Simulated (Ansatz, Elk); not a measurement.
# How far do independent atoms describe ZrCrAs2?

The structure of ZrCrAs2 used here is made up (a known structure type with other elements) and was relaxed beforehand with PBE. The aim is the Fourier transform of its all-electron density, F(hkl), set beside the sum over free spherical atoms that refinements use.

Method: DFT, PBE, all-electron APW+lo, Dirac cores, scalar-relativistic bands, static density, ferromagnetic start, in Elk 11.2.3 (patched build).

This account leaves out most program logs.

The structure was built from a prototype and need not be the compound's stable phase.

### 1. Set-up

Symmetry: R-3m, No. 166, trigonal system. Conventional cell: a = 3.817 Å, b = 3.817 Å, c = 17.419 Å, α = 90.00°, β = 90.00°, γ = 120.00°. Zr has 6 As at 2.73 Å nearest. Nearest to As lie 3 Cr at 2.55 Å and 3 Zr at 2.73 Å. Cr has 6 As at 2.55 Å nearest. Farther neighbours are not listed.

### 2. Ground state and structure factors

An all-electron density is needed, since X-rays see the cores too. Task 0 finds the density and task 195 Fourier-transforms it; tshift is off so that phases refer to the origin typed.

File elk.in:

```
tasks
  0
  195
  196

xctype
  20

spinpol
  .true.

rgkmax
  7.0

gmaxvr
  14.0

lmaxo
  7

lmaxapw
  8

swidth
  0.002

tshift
  .false.

ramdisk
  .false.

hmaxvr
  5.5

maxscl
  120

epspot
  1e-06

reducebf
  0.8

sppath
  './'

avec
  3.60649267267 2.08220951540 10.97230591366
  -3.60649267267 2.08220951540 10.97230591366
  0.00000000000 -4.16441903080 10.97230591366

atoms
  3
  'Zr.in'
  1
  0.5000000000 0.5000000000 0.5000000000   0.000000 0.000000 0.000000
  'As.in'
  2
  0.2596426783 0.2596426783 0.2596426783   0.000000 0.000000 0.000000
  0.7403573217 0.7403573217 0.7403573217   0.000000 0.000000 0.000000
  'Cr.in'
  1
  0.0000000000 0.0000000000 0.0000000000   0.000000 0.000000 -0.130000

ngridk
  6 6 6
```

Run with:

```sh
> OMP_NUM_THREADS=4 elk
```

The job ended after 4.6 min (4 threads of Intel Xeon Platinum 8488C (Sapphire Rapids), shared host; peak memory 0.47 GiB; 16 min of CPU time).

SFACRHO.OUT:

```text

h k l indices transformed by vhmat matrix:
   1.000000000       0.000000000       0.000000000    
   0.000000000       1.000000000       0.000000000    
   0.000000000       0.000000000       1.000000000    

      h      k      l  multipl.   |H|            Re(F)            Im(F)           |F|

      0      0      0      1   0.0000000       130.00000      0.38386195E-15   130.00000    
      1      1      1      2  0.57264037      -3.7632313      0.20576180E-13   3.7632313    
      1      0      0      6   1.0238037      -17.257805      0.34103980E-14   17.257805    
      0     -1     -1      6   1.0758623      -2.9308405      0.19748344E-13   2.9308405    
      2      2      2      2   1.1452807      0.26440612     -0.68649131E-13  0.26440612    
     -1     -2     -1      6   1.2628152       101.90111     -0.76337915E-14   101.90111    
      1      2      2      6   1.3865855      -28.617163     -0.48034071E-13   28.617163    
      2      3      2      6   1.6724427       7.1381601      0.44573909E-13   7.1381601    
     -3     -3     -3      2   1.7179211      -37.560202     -0.67866554E-14   37.560202    
     -1      1      0      6   1.7421872       92.228427     -0.26072583E-14   92.228427    
     -3     -2     -3      6   1.8285494       85.118880     -0.10255079E-13   85.118880    
     -1      0     -2     12   1.8338847      -4.0998860     -0.17144931E-13   4.0998860    
     -1      1      1      6   2.0207400      -14.972633      0.34520624E-14   14.972633    
      2      0      0      6   2.0476073      -2.9426674     -0.26632623E-13   2.9426674    
     -1     -3     -2     12   2.0849183     -0.38519863      0.54895351E-13  0.38519863    
      0     -2     -2      6   2.1517245       82.801359     -0.60327681E-14   82.801359    
     -3     -3     -4      6   2.1576054       4.4748486      0.34309899E-14   4.4748486    
     -3     -1     -1      6   2.2266197      -24.840138      0.41192936E-13   24.840138
```

Elk indexes on the primitive cell of elk.in and gives |H| = 4π sin θ/λ in inverse bohr. Below, one row stands for each form hkl of the conventional cell (m members, Friedel mates merged), F is for one primitive cell and the density is static (no thermal factor). Free-atom factors are Waasmaier and Kirfel's, and R is Σm||F|−|F'||/Σm|F|.

```tsv
hkl	m	sin θ/λ (Å⁻¹)	abs F, DFT	neutral atoms	diff.
003	2	0.086	3.763	3.625	+0.138
101	6	0.154	17.258	17.064	+0.194
012	6	0.162	2.931	2.417	+0.514
006	2	0.172	0.264	0.766	-0.501
104	6	0.190	101.901	102.138	-0.237
015	6	0.208	28.617	28.466	+0.151
107	6	0.252	7.138	7.439	-0.301
009	2	0.258	37.560	37.535	+0.025
110	6	0.262	92.228	92.792	-0.563
018	6	0.275	85.119	85.537	-0.418
113	12	0.276	4.100	3.861	+0.239
021	6	0.304	14.973	14.849	+0.124
202	6	0.308	2.943	3.130	-0.187
116	12	0.314	0.385	0.576	-0.190
024	6	0.324	82.801	83.161	-0.359
1 0 10	6	0.325	4.475	4.274	+0.201
205	6	0.335	24.840	24.762	+0.078
0 0 12	2	0.344	70.834	71.006	-0.172
```

### 3. The magnetisation density

The same run holds the spin density, and task 196 transforms it. The order is that of the start, and no other was tried.

SFACMAG_1.OUT:

```text

h k l indices transformed by vhmat matrix:
   1.000000000       0.000000000       0.000000000    
   0.000000000       1.000000000       0.000000000    
   0.000000000       0.000000000       1.000000000    

      h      k      l  multipl.   |H|            Re(F)            Im(F)           |F|

      0      0      0      1   0.0000000       2.4736548      0.37042016E-17   2.4736548    
      1      1      1      2  0.57264037       2.7717675      0.21179745E-16   2.7717675    
      1      0      0      6   1.0238037       2.2558699      0.44003702E-16   2.2558699    
      0     -1     -1      6   1.0758623       2.0110046     -0.80262482E-17   2.0110046    
      2      2      2      2   1.1452807       1.9971477     -0.44313912E-16   1.9971477    
     -1     -2     -1      6   1.2628152       1.7180024      0.20093097E-16   1.7180024    
      1      2      2      6   1.3865855       1.7119059      0.15593233E-15   1.7119059    
      2      3      2      6   1.6724427       1.1870537      0.22786038E-16   1.1870537    
     -3     -3     -3      2   1.7179211       1.2816170     -0.11114814E-15   1.2816170    
     -1      1      0      6   1.7421872       1.1469052     -0.13720818E-17   1.1469052    
     -3     -2     -3      6   1.8285494       1.1585402      0.44516775E-16   1.1585402    
     -1      0     -2     12   1.8338847       1.0857105      0.23665806E-16   1.0857105    
     -1      1      1      6   2.0207400      0.96008730      0.42767165E-16  0.96008730    
      2      0      0      6   2.0476073      0.86809499     -0.35181115E-17  0.86809499    
     -1     -3     -2     12   2.0849183      0.84746291      0.54479029E-16  0.84746291    
      0     -2     -2      6   2.1517245      0.84002943      0.17668447E-17  0.84002943
```

The total moment is 2.47 μB a cell; sphere moments: Zr1 -0.18, As2 -0.07, As3 -0.07, Cr4 +2.74 μB. Polarised neutrons measure spin and orbital magnetisation together; without spin-orbit coupling the run gives the spin part:

```tsv
hkl	sin θ/λ (Å⁻¹)	abs F_M (μB)
003	0.086	2.772
101	0.154	2.256
012	0.162	2.011
006	0.172	1.997
104	0.190	1.718
015	0.208	1.712
107	0.252	1.187
009	0.258	1.282
110	0.262	1.147
018	0.275	1.159
113	0.276	1.086
021	0.304	0.960
202	0.308	0.868
116	0.314	0.848
```

### 4. The highest occupied states alone

An energy window below the Fermi level keeps the highest occupied states, to see at which angles they scatter; shallow core shells can lie inside it and anion s states outside. No new self-consistency is needed.

Edit elk.in of step 2 so:

```diff
@@ -1,5 +1,3 @@
 tasks
-  0
   195
-  196
 
@@ -44,2 +42,5 @@
 
+wsfac
+  -0.220830 0.630410
+
 sppath
```

Run with:

```sh
> OMP_NUM_THREADS=4 elk
```

It took 6.8 s on 4 threads; peak memory 0.24 GiB; 11 s of CPU time.

States within 15 eV below the Fermi level hold 20.00 electrons; any levels below the window count with the cores. Their amplitudes can exceed the total, where window and core parts have opposite phase:

```tsv
hkl	sin θ/λ (Å⁻¹)	abs F, window	abs F, all
003	0.086	3.671	3.763
101	0.154	2.161	17.258
012	0.162	0.310	2.931
006	0.172	0.643	0.264
104	0.190	4.888	101.901
015	0.208	1.555	28.617
107	0.252	1.647	7.138
009	0.258	1.417	37.560
110	0.262	1.784	92.228
018	0.275	1.585	85.119
```

### 5. Another functional

The difference from free atoms is small, so it is set against the change that PBEsol makes.

Edit elk.in of step 4 so:

```diff
@@ -1,6 +1,8 @@
 tasks
+  0
   195
+  196
 
 xctype
-  20
+  22
 
@@ -42,5 +44,2 @@
 
-wsfac
-  -0.220830 0.630410
-
 sppath
```

Run with:

```sh
> OMP_NUM_THREADS=4 elk
```

The job ended after 4.4 min (4 threads; peak memory 0.46 GiB; 15 min of CPU time).

Against the first run R = 0.03 %; the largest change is -0.025 at 104. The moment goes from 2.47 to 2.49 μB.

### 6. A coarser k-mesh

About half the k-points along each axis test the sampling.

Edit elk.in of step 5 so:

```diff
@@ -6,3 +6,3 @@
 xctype
-  22
+  20
 
@@ -66,2 +66,2 @@
 ngridk
-  6 6 6
+  3 3 3
```

Run with:

```sh
> OMP_NUM_THREADS=4 elk
```

Elapsed: 1.8 min, on 4 threads; peak memory 0.47 GiB.

Against the first run R = 0.01 %; the largest change is -0.035 at 0 0 12. The moment goes from 2.47 to 2.43 μB.

### 7. Basis size

A smaller basis shows how fast F responds to it; the change is likely larger than the basis error of the first run, but doesn't show convergence.

Edit elk.in of step 6 so:

```diff
@@ -12,3 +12,3 @@
 rgkmax
-  7.0
+  5.5
 
@@ -66,2 +66,2 @@
 ngridk
-  3 3 3
+  6 6 6
```

Run with:

```sh
> OMP_NUM_THREADS=4 elk
```

Run time: 5.4 min. Hardware: 4 threads; peak memory 0.46 GiB; 18 min of CPU time.

Against the first run R = 0.03 %; the largest change is +0.102 at 0 0 12. The moment goes from 2.47 to 2.41 μB.

### 8. Settings against the effect

```tsv
run	R against the first run (%)	R against neutral atoms, low angle (%)	wall time
PBE, rgkmax 7	0.00	0.86	4.6 min
PBEsol	0.03	0.88	4.4 min
k-mesh 3×3×3	0.01	0.87	1.8 min
rgkmax 5.5	0.03	0.90	5.4 min
```

### 9. Summary of results

- R against neutral atoms, sin θ/λ < 0.3 Å⁻¹: 0.86 %
- R against neutral atoms, 0.3 to 0.80 Å⁻¹: 0.27 %

Independent neutral atoms miss the calculated amplitudes by R = 0.86 % below 0.3 Å⁻¹ and 0.27 % from there to 0.80 Å⁻¹; by shells, 3.66 % below 0.15 Å⁻¹ (1 form), 0.85 % 0.15 to 0.3 (10 forms), 0.38 % 0.3 to 0.45 (22 forms), 0.25 % above 0.45 (116 forms). Bonding, aspherical density and the tables' own atoms all enter these figures, and the runs don't part them. The largest change of an amplitude is -0.56 electrons, at 110. Weak lines can change much in proportion: 006 goes from 0.77 to 0.26. The magnetic order is that of the start. No other order was tried here, and an antiferromagnetic one would change or move the magnetic intensity. The window's part falls from 20.0 electrons at the origin to at most 0.54 between 0.45 and 0.80 Å⁻¹. Below 0.3 Å⁻¹ the changes that finished (PBEsol, k-mesh 3×3×3 and rgkmax 5.5) move F by R = 0.04 % at most, against the 0.86 % that separates it from free atoms. The magnetic factors move by R = 1.0 % (PBEsol), 1.8 % (k-mesh 3×3×3) and 1.6 % (rgkmax 5.5). Part of the difference isn't bonding: the tables are fits to free atoms and ions calculated by other methods than this functional. Thermal motion, anomalous dispersion and extinction are left out.

[Logs are printed without paths, hosts, clocks, repeated set-up lines and the standing remarks that a program may print on its own settings, such as how far it seeks lower states.]

[Hosts, paths, dates, database ids (printed as entryN), source tags and the programs' standing remarks are cut or masked in the printed files.]
